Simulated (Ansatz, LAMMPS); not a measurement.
# Charge trapping in glassy 63GeO2-33Na2O-3Sc2O3 (mol %) (92 atoms), part 2 of 4

Aim: add and remove one electron in glassy 63GeO2-33Na2O-3Sc2O3 (mol %) (92 atoms), with atoms held and relaxed, and read trapping energy and localisation.

Ansatz 0.2.0; Kohn-Sham DFT, PBE, PAW (set soft_2), plane waves.

The cell: 19 Ge, 20 Na, 2 Sc and 51 O. The quench rate of 25 K/ps is many orders above laboratory rates. The starting topology of bonds comes from the classical model. Sampling is at Γ alone, for a cell whose shortest periodic width is 11 Å.

So far. Step 2 (Single point at the start): The r.m.s. force at the start is 0.89 eV/Å. Step 3 (Relaxation): The relaxation converged after 15 steps, 8.19 eV below its start, with a largest force component of 0.028 eV/Å.

## (4) Single point at the relaxed geometry

One more single point at the end of the walk gives the fuller output and checks the residual forces.

File input.yaml:

```yaml
crystal:
  lattice:
    - [10.93102, 0.0, 0.0]
    - [0.0, 10.93102, 0.0]
    - [0.0, 0.0, 10.93102]
  atoms:
    - { symbol: Ge, position: [0.74397, 0.53353, 0.62631] }
    - { symbol: Ge, position: [0.23034, 0.05253, 0.79596] }
    - { symbol: Ge, position: [0.43516, 0.9546, 0.21066] }
    - { symbol: Ge, position: [0.80654, 0.40906, 0.17445] }
    - { symbol: Ge, position: [0.14356, 0.98486, 0.26218] }
    - { symbol: Ge, position: [0.49125, 0.04093, 0.91261] }
    [... 80 atom lines left out ...]
    - { symbol: O, position: [0.18538, 0.03515, 0.63433] }
    - { symbol: O, position: [0.7878, 0.90127, 0.75684] }
    - { symbol: O, position: [0.07533, 0.67526, 0.99001] }
    - { symbol: O, position: [0.50292, 0.21205, 0.93391] }
    - { symbol: O, position: [0.201, 0.90894, 0.85236] }
    - { symbol: O, position: [0.39503, 0.07251, 0.77765] }
kpoints:
  mp_grid: { grid: [1, 1, 1] }
hamiltonian:
  xc: pbe
scf:
  occupations: { method: gaussian, width: 0.025 }
output:
  forces: true
  stress: true
  populations: true
  dos:
    method: { smearing: { sigma: 0.1 } }
    de: 0.1
    projected: { site_lists: { Ge: [Ge], Na: [Na], O: [O], Sc: [Sc] } }
  eigenvalues: true
  write_density: true
  write_potential: true
  volumetric_format: npy
  elf: true
```

The run is started by

```
$ ansatz run input.yaml --threads 4 --pin off --max-ram 8192MiB --backend cpu --events-out ev --progress --plain --runs-dir out
```

The program printed:

```text
[...]
Crystal: 92 atoms, lattice volume = 1306.117 Å³
Basis set: ecut = 420 eV, 25533 PW (Γ), exchange–correlation on 150×150×150 points (8 copies of the dense FFT grid, shifted against one another)
Bands: 479, of which v1, the nominal top of the filled ones, is band 387 counted from 1 (386 counted from 0)
Symmetry: 1 space group operations
[...]
k-points: 1
[...]
SCF iter   1: F=—  HF=-144577.510629 eV  |F-HF|=—  |Δ(HF+E_count)|=         —  Δρ=2.06e-3  dr2=6.68e-2  ethr=1.77e-3  ⟨swp⟩=6.0  Hψ=1833  notcnv=0  defer=69
[...]
SCF iter  10: F=-144577.510646 eV  HF=-144577.510646 eV  |F-HF|=5.01e-9  |Δ(HF+E_count)|=   6.25e-8  Δρ=1.35e-6  dr2=2.51e-8  ethr=1.29e-11  ⟨swp⟩=13.0  Hψ=3264  notcnv=0
SCF 1 converged in 10 iterations: F = -144577.510646 eV  dr2 = 2.51e-8
[...]
WARN: The input density's exchange-correlation potential varies sharply where the density is thin. Do not read a vacuum level from v_tot or v_xc, or from such a field of the output density. On a cell that repeats whose density bears no net charge and no dipole along the vacuum's axis use v_es (v_loc + v_h of the components); [...]
SCF converged after 10 iterations
Free energy (F): -144577.510646 eV
[...]
Internal energy: -144577.510646 eV  (E = F + TS)
E sigma→0 (E₀):  -144577.510646 eV
Fermi energy:    5.448912 eV
[...]
--- Forces (eV/Å), atoms counted from 1 ---
  atom   1  Ge     0.01932899    -0.02535686    -0.00616613
  atom   2  Ge    -0.00905709     0.00211924    -0.00209144
  atom   3  Ge    -0.01937660    -0.01088810    -0.01122205
  atom   4  Ge     0.00205849     0.00934749     0.00311784
  atom   5  Ge    -0.01232213     0.01906390    -0.00463932
  atom   6  Ge    -0.00335940     0.00638145     0.00635921
  atom   7  Ge     0.00119736    -0.00501605    -0.00243647
  atom   8  Ge    -0.00230042    -0.00336620    -0.00947125
  atom   9  Ge    -0.00700215    -0.00052801    -0.00727931
  atom  10  Ge     0.00641622    -0.00768524    -0.00134701
  atom  11  Ge    -0.00829764    -0.01053824    -0.01449881
  atom  12  Ge    -0.01384601     0.00761561     0.01070971
  atom  13  Ge     0.01097923     0.00997282    -0.01399971
  atom  14  Ge    -0.00147424     0.00352841    -0.00346717
[...]
atom  91  O      0.00361014     0.00027864    -0.00231142
  atom  92  O      0.00439966    -0.00149032    -0.00155503
  max |Σ_I F_I| component: 7.13e-5 eV/Å
--- Stress (GPa, compression-positive) ---
        0.212678       0.583376      -0.429797
        0.583376      -0.965088      -0.063268
       -0.429797      -0.063268       0.671799
  P = ⅓ Tr σ = -0.0269 GPa (-0.269 kbar)
--- Band table (eV) ---
[...]
--- Löwdin populations: 92 sites ---
  site symbol       q [e]
     0     Ge     12.5690
     1     Ge     12.5827
     2     Ge     12.5552
[...]
91      O      6.7762
  spilling = 0.004446 (of n_electrons = 774.000000)
```

The job ended after 13 s (4 threads of Intel Xeon 6975P-C (Granite Rapids), shared host; peak memory 2 GiB; 48 s of CPU time).

The program notes that the exchange-correlation potential is rough where the density is thin.

The run gave:

```yaml
free_energy: -144577.5106 eV
free_energy_per_atom: -1571.4947 eV/atom
scf_cycles: 10
pressure: -0.02687 GPa
r_m_s_force_component: 0.00739 eV/Å
longest_force: 0.04354 eV/Å
fermi_energy: 5.449 eV
spacing_of_highest_filled_and_lowest_empty_level: 2.029 eV
spilling_of_the_projection: 0.004446
```

Löwdin charges by element and coordination (they lack the spilled electrons, 0.037 e an atom on average):

| element | coordination | atoms | mean charge (e) | spread | least | most |
| --- | --- | --- | --- | --- | --- | --- |
| Ge | all | 19 | 1.45 | 0.0308 | 1.40 | 1.51 |
| Ge | 4 | 15 | 1.45 | 0.0337 | 1.40 | 1.51 |
| Ge | 5 | 4 | 1.45 | 0.0147 | 1.44 | 1.48 |
| Na | all | 20 | 0.789 | 0.0124 | 0.764 | 0.818 |
| Na | 3 | 4 | 0.807 | 0.0086 | 0.794 | 0.818 |
| Na | 4 | 7 | 0.789 | 0.0078 | 0.780 | 0.805 |
| Na | 5 | 8 | 0.780 | 0.0075 | 0.764 | 0.787 |
| Na | 6 | 1 | 0.786 | 0 | 0.786 | 0.786 |
| O | all | 51 | -0.830 | 0.0691 | -0.965 | -0.736 |
| O | 2 | 7 | -0.749 | 0.0081 | -0.759 | -0.736 |
| O | 3 | 21 | -0.804 | 0.0408 | -0.921 | -0.753 |
| O | 4 | 16 | -0.858 | 0.062 | -0.955 | -0.781 |
| O | 5 | 7 | -0.924 | 0.0418 | -0.965 | -0.841 |
| Sc | all | 2 | 1.23 | 0.0488 | 1.18 | 1.27 |

Density of states as counts of states in windows of 1 eV (from the Fermi level), total and the larger projections:

```csv
from (eV),to (eV),total,O p,Ge p,Ge s,Sc d
-10,-9,10.3,5.7,0.5,3.2,0.0
-9,-8,10.3,5.9,0.7,2.7,0.0
-8,-7,10.1,6.0,0.8,2.1,0.0
-7,-6,16.6,11.7,3.3,0.8,0.1
-6,-5,32.0,23.6,5.6,0.6,0.3
-5,-4,37.1,29.7,4.3,0.3,0.3
-4,-3,60.5,53.8,2.2,0.2,1.0
-3,-2,77.1,72.8,1.1,0.1,0.7
-2,-1,46.9,45.1,0.5,0.0,0.2
-1,0,1.2,1.2,0.0,0.0,0.0
0,1,0.5,0.1,0.0,0.1,0.0
1,2,1.5,0.2,0.0,0.3,0.0
2,3,8.2,2.4,0.7,2.8,0.2
3,4,21.5,4.3,1.8,4.5,6.3
4,5,22.5,4.9,2.7,4.2,5.2
```

Between -26 and -10 eV lie 416 more states.

The levels nearest the highest filled one (over half full), pooled over k-points and spins:

```
level less the highest filled one (eV)  occupation
                                -0.459           2
                                -0.324           2
                                -0.307           2
                                -0.172           2
                                -0.154           2
                                     0           2
                                  2.03           0
                                  3.32           0
                                  3.61           0
                                  3.68           0
                                  3.95           0
                                  4.01           0
```

Electrostatic potential energy in the ac plane at fractional y = 0.392, with atoms of Ge and Na and O within 0.2 Å of it. With pseudopotentials it is smooth inside the atoms' cores, unlike the true potential.

Values in eV, 13 rows by 16 columns, each cell a mean:
```
  6   9   8  -1 -19   0   9   9   8 -16 -32   4   9  10  10   6
-21   9   8  -2 -20   0   7   5  -5 -10  -3   8   8   9   7 -27
  1   8   9   8   6   3 -23 -14 -12 -14   3   8   8   7   8  -2
 -2 -16   2   8   8   4 -17  -6   5   5   8   9   7   6   7   8
-10 -30  -3   8   8   7   8  10  10  10  10   8   7   8   9   8
  6   4   7   7   2   1   6   9  10  10  10   9   8   7   8   9
  9   9   8   1 -24 -29  -5   7   5   1   5   8   7  -1   2   7
  9  10   8  -5 -20 -24  -3   5 -15 -31 -15   6   7   3   5   8
 10  10  -5 -35 -10   5   8   7 -12 -27 -12   6   9   8  -4   6
  9   8   3 -14  -4   7  10  10   7  -3 -24  -4  -4  -6 -10   4
 10   8  -3 -27 -24  -3   4  10   9   3 -18 -10 -29 -30  -3   9
 10  -5 -16  -9  -7 -26 -24   9   8   9   9   4 -12 -13   4   9
  9   6   4   7   6   4   5  10  10   7   3   9   8   8   9   9
```
Columns run along a (10.9 Å; values clipped at the 3rd and 97th percentile), rows up along c (10.9 Å). Atoms in or near the plane, at fractional coordinates: Ge at (0.81, 0.17), Ge at (0.31, 0.46), Ge at (0.58, 0.38), Na at (0.08, 0.67), O at (0.37, 0.11), O at (0.65, 0.23), O at (0.41, 0.77), O at (0.63, 0.95), O at (0.98, 0.87), O at (0.21, 0.33).

ELF in the ac plane at fractional y = 0.392, with atoms of Ge and Na and O within 0.2 Å of it. It is the smooth field of the valence electrons, not physical close to the nuclei.

Ten even steps from '0' (0.00) to '9' (0.85), each cell a mean:
```
4201100343100000389789720000245
9741003666400000379789730003689
7973002666302211247886410015896
8972000132158863223321000015896
9740011000599885222210000001589
3100011101696597322211000000034
0465200001589996211111000000000
3645500000146763000000000123420
2666400000001110000000011367750
0243001100100000000000001367751
0000022212221000000123210012321
0000012221122232111345520011000
0000001210013444222345520254100
0001244420023333211223210132000
1004899874222112200021000012343
3005996686210012210122100368997
4003897885100012223576311489998
3000357753100000127888732368998
1001122222333100049868831135664
0145531014688730049998520012210
1589863126879961014664221122200
2799885237868961000000112233200
1589985126999840014442001122100
0146752001466410169997300000000
```
Columns run along a (10.9 Å), rows up along c (10.9 Å). Atoms in or near the plane, at fractional coordinates: Ge at (0.81, 0.17), Ge at (0.31, 0.46), Ge at (0.58, 0.38), Na at (0.08, 0.67), O at (0.37, 0.11), O at (0.65, 0.23), O at (0.41, 0.77), O at (0.63, 0.95), O at (0.98, 0.87), O at (0.21, 0.33).

The highest filled and lowest empty levels differ by 2.03 eV (at Γ alone); a semilocal functional tends to put such gaps too low. In a disordered cell it changes from sample to sample, and tail or defect levels can set it. Mean Löwdin charges: Ge +1.45, Na +0.79, O -0.83, Sc +1.23 e (they miss 0.44 % of the electrons, so they add up to more than the cell's charge).

## (5) An extra electron, atoms held

The electron count changes by one with the atoms held: a vertical process, on a uniform background, with spin and a narrow Fermi–Dirac smearing. Its energy against the neutral cell hangs on the program's zero of potential.

File input.yaml:

```yaml
crystal:
  lattice:
    - [10.93102, 0.0, 0.0]
    - [0.0, 10.93102, 0.0]
    - [0.0, 0.0, 10.93102]
  atoms:
    [... the 92 atom lines of step 4 ...]
total_charge: -1
kpoints:
  mp_grid: { grid: [1, 1, 1] }
hamiltonian:
  xc: pbe
scf:
  occupations: { method: fermi_dirac, width: 0.01 }
  lower_state_search: "off"
output:
  forces: true
  stress: true
  populations: true
  dos:
    method: { smearing: { sigma: 0.15 } }
    de: 0.1
    projected: { site_lists: { Ge: [Ge], Na: [Na], O: [O], Sc: [Sc] } }
  eigenvalues: true
  write_density: true
  write_potential: true
  volumetric_format: npy
magnetization:
  spin_polarized: true
  initial_magnetization: 1
```

The program printed:

```text
[...]
Crystal: 92 atoms, lattice volume = 1306.117 Å³
Basis set: ecut = 420 eV, 25533 PW (Γ), exchange–correlation on 150×150×150 points (8 copies of the dense FFT grid, shifted against one another)
Bands: 480, of which v1, the nominal top of the filled ones, is band 388 counted from 1 (387 counted from 0)
Symmetry: 1 space group operations
[...]
k-points: 1
[...]
Starting moments: Σ|m| = 1 μB on 92 of 92 sites
[...]
SCF iter   1: F=—  HF=-144614.201793 eV  |F-HF|=—  |Δ(HF+E_count)|=         —  Δρ=5.85e-2 (↑5.85e-2 ↓5.45e-2)  dr2=3.75e2  dr2_m=4.10e-1  M=1.000 μB ∫|m|=1.074 μB  β_m=1.00  ethr=3.10e-3  ⟨swp⟩=6.0  Hψ=3172  notcnv=0  defer=126
[...]
spin=Collinear: Resta preconditioning applied to the charge; magnetization (m = ρ↑ − ρ↓) channel mixes plain (no charge-response kernel on spin).
SCF iter   2: F=—  HF=-144591.474619 eV  |F-HF|=—  |Δ(HF+E_count)|=         —  Δρ=3.40e-2 (↑3.40e-2 ↓3.21e-2)  dr2=5.79e1  dr2_m=2.24e-1  M=0.062 μB ∫|m|=0.137 μB  β_m=0.30  ethr=3.10e-3  ⟨swp⟩=3.0  Hψ=1861  notcnv=0  defer=172
[...]
spin=Collinear: Kerker preconditioning applied to the charge; magnetization (m = ρ↑ − ρ↓) channel mixes plain (no charge-response kernel on spin).
SCF iter   3: F=—  HF=-144583.019147 eV  |F-HF|=—  |Δ(HF+E_count)|=    8.46e0  Δρ=2.33e-2 (↑2.33e-2 ↓2.19e-2)  dr2=3.38e1  dr2_m=1.13e-1  M=0.061 μB ∫|m|=0.115 μB  β_m=0.30  ethr=3.10e-3  ⟨swp⟩=2.0  Hψ=1850  notcnv=0  defer=172
[...]
SCF iter   7: F=—  HF=-144571.173417 eV  |F-HF|=—  |Δ(HF+E_count)|=   4.60e-1  Δρ=2.92e-3 (↑2.92e-3 ↓2.72e-3)  dr2=8.60e-1  dr2_m=7.07e-3  M=0.049 μB ∫|m|=0.069 μB  β_m=0.30  ethr=3.12e-4  ⟨swp⟩=5.0  Hψ=1552  notcnv=0  defer=172
[...]
spin-set hold released at iteration 7 (site moments contracting): the magnetisation degrees of freedom join the quasi-Newton model from the next iteration; the mixer history was flushed
SCF iter   8: F=—  HF=-144571.160427 eV  |F-HF|=—  |Δ(HF+E_count)|=   1.30e-2  Δρ=2.05e-3 (↑2.05e-3 ↓1.95e-3)  dr2=7.10e-1  dr2_m=3.67e-3  M=0.047 μB ∫|m|=0.063 μB  β_m=0.65  ethr=1.11e-4  ⟨swp⟩=2.0  Hψ=1114  notcnv=0  defer=174
SCF iter   9: F=—  HF=-144571.155819 eV  |F-HF|=—  |Δ(HF+E_count)|=   4.61e-3  Δρ=9.17e-4 (↑9.17e-4 ↓9.12e-4)  dr2=4.21e-1  dr2_m=2.26e-5  M=0.042 μB ∫|m|=0.047 μB  β_m=0.80  ethr=9.16e-5  ⟨swp⟩=3.0  Hψ=1534  notcnv=0  defer=174
[...]
SCF iter  28: F=—  HF=-144571.058106 eV  |F-HF|=—  |Δ(HF+E_count)|=   4.22e-8  Δρ=9.19e-7 (↑9.13e-7 ↓9.19e-7)  dr2=1.27e-7  dr2_m=4.30e-12  M=-0.000 μB ∫|m|=0.000 μB  β_m=0.93  ethr=3.36e-11  ⟨swp⟩=2.0  Hψ=1152  notcnv=0  defer=174
SCF iter  29: F=-144571.058106 eV  HF=-144571.058106 eV  |F-HF|=1.95e-8  |Δ(HF+E_count)|=   1.85e-8  Δρ=4.46e-7 (↑4.46e-7 ↓4.43e-7)  dr2=4.45e-8  dr2_m=3.26e-12  M=-0.000 μB ∫|m|=0.000 μB  ethr=1.29e-11  ⟨swp⟩=14.0  Hψ=6540  notcnv=0
WARN: the starting moments were not kept: the SCF closed with an absolute magnetisation of 8.4e-5 μB, where they sum to 1 μB in size (92 sites). That is at most 0.1 of that sum. Measured as dr2_m measures the in/out step, that magnetisation stands 7.9e-11 eV from none, [...]
SCF 1 converged in 29 iterations: F = -144571.058106 eV  dr2 = 4.45e-8
[...]
SCF converged after 29 iterations
Magnetization: -0.0001 μB (387.5000 up, 387.5000 down)
Absolute magnetization: 0.0001 μB (∫|ρ↑−ρ↓|, with the PAW one-centre terms)
[...]
Per-site moments (μB) at R_I (Å): [(-2.242043e-7, 0.717254), (-1.243474e-7, 0.708076), (-3.234051e-7, 0.713922), (-1.310250e-7, 0.714481), (-4.023913e-7, [...]
Free energy (F): -144571.058106 eV
[...]
Internal energy: -144571.044243 eV  (E = F + TS)
E sigma→0 (E₀):  -144571.051175 eV
Entropy (-TS):   -0.013863 eV (-0.151 meV/atom)
Fermi energy:    6.467212 eV
[...]
Σ components = -144571.058106   (vs F -144571.058106, Δ=0.00e0)
--- Forces (eV/Å), atoms counted from 1 ---
  atom   1  Ge    -0.05707009     0.03483117    -0.01291540
  atom   2  Ge     0.10156097     0.00304757    -0.05495934
  atom   3  Ge    -0.04577706    -0.00165684    -0.02064444
  atom   4  Ge    -0.07235431     0.04738585    -0.01893964
[...]
atom  92  O     -0.13898445     0.05344522    -0.13479799
  max |Σ_I F_I| component: 2.21e-4 eV/Å
--- Stress (GPa, compression-positive) ---
        0.604641       0.583334      -0.390098
        0.583334      -0.588821      -0.043317
       -0.390098      -0.043317       1.026061
  P = ⅓ Tr σ = 0.3473 GPa (3.473 kbar)
--- Band table (eV) ---
[...]
--- Löwdin populations: 92 sites ---
  site symbol       q [e]    m [muB]
     0     Ge     12.5797    -0.0000
     1     Ge     12.5907    -0.0000
     2     Ge     12.5693    -0.0000
[...]
91      O      6.7831    -0.0000
  spilling = 0.004472 (of n_electrons = 775.000000)
```

It took 45 s on 4 threads; peak memory 3.3 GiB.

The program notes that starting moments were not kept.

An extra electron, atoms held: the energy stands 6.45 eV above that of the reference. An odd electron should give 1 μB; this run ended with the carrier shared between both spins.

The levels nearest the highest filled one (over half full), pooled over k-points and spins:

```csv
level less the highest filled one (eV),occupation
-2.04,1
-2.04,1
0,0.5
0,0.5
1.33,0
1.33,0
1.58,0
1.58,0
```

## (6) An extra electron, atoms relaxed

The atoms now respond to the charge; the energy gained comes from screening by the atoms, from trapping if the charge localises, and from any strain left in the reference.

input.yaml, the sections that differ from step 5:

```yaml
output:
  forces: true
relax:
  f_tol: 0.05
  max_steps: 90
# crystal, total_charge, kpoints, hamiltonian, scf, magnetization: as in step 5
```

The program printed:

```text
[...]
Crystal: 92 atoms, lattice volume = 1306.117 Å³
Basis set: ecut = 420 eV, 25533 PW (Γ), exchange–correlation on 150×150×150 points (8 copies of the dense FFT grid, shifted against one another)
Bands: 480, of which v1, the nominal top of the filled ones, is band 388 counted from 1 (387 counted from 0)
Symmetry: 1 space group operations
[...]
k-points: 1
[...]
Starting moments: Σ|m| = 1 μB on 92 of 92 sites
[...]
SCF iter   1: F=—  HF=-144614.201792 eV  |F-HF|=—  |Δ(HF+E_count)|=         —  Δρ=5.85e-2 (↑5.85e-2 ↓5.45e-2)  dr2=3.75e2  dr2_m=4.10e-1  M=1.000 μB ∫|m|=1.074 μB  β_m=1.00  ethr=3.10e-3  ⟨swp⟩=6.0  Hψ=3172  notcnv=0  defer=126
[...]
SCF iter   9: F=—  HF=-144571.155810 eV  |F-HF|=—  |Δ(HF+E_count)|=   4.62e-3  Δρ=9.17e-4 (↑9.17e-4 ↓9.12e-4)  dr2=4.21e-1  dr2_m=2.26e-5  M=0.042 μB ∫|m|=0.047 μB  β_m=0.80  ethr=9.16e-5  ⟨swp⟩=3.0  Hψ=1534  notcnv=0  defer=174
[...]
SCF iter  18: F=—  HF=-144571.058105 eV  |F-HF|=—  |Δ(HF+E_count)|=   2.29e-5  Δρ=2.20e-5 (↑2.18e-5 ↓2.20e-5)  dr2=7.41e-5  dr2_m=1.69e-8  M=0.004 μB ∫|m|=0.005 μB  β_m=0.91  ethr=2.08e-8  ⟨swp⟩=2.0  Hψ=1152  notcnv=0  defer=174
SCF iter  19: F=-144571.058086 eV  HF=-144571.058108 eV  |F-HF|=2.24e-5  |Δ(HF+E_count)|=   3.74e-6  Δρ=1.74e-5 (↑1.74e-5 ↓1.71e-5)  dr2=4.07e-5  dr2_m=7.20e-9  M=0.003 μB ∫|m|=0.004 μB  ethr=8.06e-9  ⟨swp⟩=3.0  Hψ=2122  notcnv=0
[...]
SCF 1 converged in 19 iterations: F = -144571.058086 eV  dr2 = 4.07e-5
[...]
relax step   1: F+E_penalty+E_count = -144571.05808597 eV  Δ(F+E_penalty+E_count) = +0.000e0 eV  max|allowed force component| = 2.281e-1 eV/Å  Δτ_max = 0.0000 Å  (19 SCF iters, dr2 threshold 6.25e-5 eV, accepted)
[...]
relax step   2: F+E_penalty+E_count = -144571.07852986 eV  Δ(F+E_penalty+E_count) = -2.044e-2 eV  max|allowed force component| = 1.061e-1 eV/Å  Δτ_max = 0.0250 Å  (7 SCF iters, dr2 threshold 3.25e-6 eV, accepted)
[...]
relax step   3: F+E_penalty+E_count = -144571.08859032 eV  Δ(F+E_penalty+E_count) = -1.006e-2 eV  max|allowed force component| = 3.827e-2 eV/Å  Δτ_max = 0.0259 Å  (8 SCF iters, accepted)
SCF converged after 8 iterations
Magnetization: 0.0001 μB (387.5001 up, 387.4999 down)
Absolute magnetization: 0.0001 μB (∫|ρ↑−ρ↓|, with the PAW one-centre terms)
[...]
Per-site moments (μB) at R_I (Å): [(2.999427e-7, 0.718662), (1.626563e-7, 0.708763), (4.612990e-7, 0.715804), (1.860139e-7, 0.715439), (5.573089e-7, 0.728469), [...]
Free energy (F): -144571.088590 eV
[...]
Internal energy: -144571.074727 eV  (E = F + TS)
E sigma→0 (E₀):  -144571.081659 eV
Entropy (-TS):   -0.013863 eV (-0.151 meV/atom)
Fermi energy:    6.410222 eV
[...]
Σ components = -144571.088590   (vs F -144571.088590, Δ=0.00e0)
--- Forces (eV/Å), atoms counted from 1 ---
  atom   1  Ge     0.03587087    -0.00802411    -0.02736312
  atom   2  Ge     0.00265209     0.00279414     0.00037898
  atom   3  Ge    -0.01492794    -0.01209117    -0.01850900
  atom   4  Ge     0.01129225    -0.00404118    -0.00465442
[...]
atom  92  O     -0.00045031     0.00304457     0.00171779
  max |Σ_I F_I| component: 1.80e-4 eV/Å
--- Relaxed structure (3 steps of the walk, 3 accepted, 0 SCFs on fresh bases) ---
  F+E_penalty+E_count = -144571.08859032 eV   max|allowed force component| = 3.827e-2 eV/Å
  atoms:
    - { symbol: Ge, position: [0.744010, 0.534052, 0.625902] }
    - { symbol: Ge, position: [0.230034, 0.052593, 0.795226] }
    - { symbol: Ge, position: [0.434630, 0.954239, 0.211150] }
    - { symbol: Ge, position: [0.806992, 0.409127, 0.174734] }
[...]
- { symbol: O, position: [0.394350, 0.073606, 0.776848] }
```

It took 48 s on 4 threads; peak memory 3.3 GiB.

The relaxation converged after 3 steps, 0.0305 eV below its start, with a largest force component of 0.038 eV/Å.

An extra electron, atoms relaxed: the energy stands 6.42 eV above that of the reference. An odd electron should give 1 μB; this run ended with the carrier shared between both spins.

(Continued in part 3 of 4.)

[Long decimals in the printed logs are rounded to 6 places.]

[Logs are printed without paths, hosts, clocks, repeated set-up lines and the standing remarks that a program may print on its own settings, such as how far it seeks lower states.]

[Hosts, paths, dates, database ids (printed as entryN), source tags and the programs' standing remarks are cut or masked in the printed files.]
